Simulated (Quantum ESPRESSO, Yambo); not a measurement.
Planning a run of Yambo 5.3.0 on WSe2 (P6_3/mmc). The input:

```
optics
bss
bse
em1s
dipoles
rim_cut
RandQpts= 1000000
RandGvec= 1 RL
Chimod= "HARTREE"
BSKmod= "SEX"
BSEmod= "resonant"
BSSmod= "h"
BSENGexx= 20 Ry
BSENGBlk= 4 Ry
% BSEQptR
 1 | 1 |
%
% BSEBands
 117 | 136 |
%
% BEnRange
 0 | 7 | eV
%
% BDmRange
 0.1 | 0.1 | eV
%
BEnSteps= 141
% BLongDir
 1 | 0 | 0 |
%
% BndsRnXs
 89 | 180 |
%
NGsBlkXs= 4 Ry
% LongDrXs
 1 | 1 | 1 |
%
% KfnQP_E
 0.612 | 1.0 | 1.0 |
%
BSHayTrs= -0.02
FFTGvecs= 47 Ry
```

The database entry behind the starting cell differs from later determinations by our own check (a about 0.2 % long), so it need not match the best structure at ambient conditions.

```sh
OMP_NUM_THREADS=4 mpirun -n 2 yambo -F bse8.in -J bse8,bse7_W -C bse8 > bse8.log
```

The stored states that it reads are on a 9×9×2 mesh. The structure is hexagonal, space group P6_3/mmc (No. 194). The conventional cell has a = 3.290 Å, b = 3.290 Å, c = 12.970 Å, α = 90.00°, β = 90.00°, γ = 120.00°. Nearest to W lie 6 Se at 2.53 Å. Se has 3 W at 2.53 Å nearest. Farther neighbours and most contacts between anions are not listed.

Question: Estimate wall time and host memory on 2 MPI ranks of Intel Xeon 6975P-C (Granite Rapids), shared host.

It took 5.2 min; on shared hardware allow 2.6 min to 10 min. Peak host memory was 3.2 GiB.

The kernel grows as the square of the matrix size, and full diagonalisation as its cube.

[Paths, hosts, dates, memory and timing lines, banners, echoed tables and standing remarks are left out of the program output.]

[Logs are printed without paths, hosts, clocks, repeated set-up lines and the standing remarks that a program may print on its own settings, such as how far it seeks lower states.]

[Runs of the session that timed out or met a known fault of the program may be left out.]

[Hosts, paths, dates, database ids (printed as entryN), source tags and the programs' standing remarks are cut or masked in the printed files.]
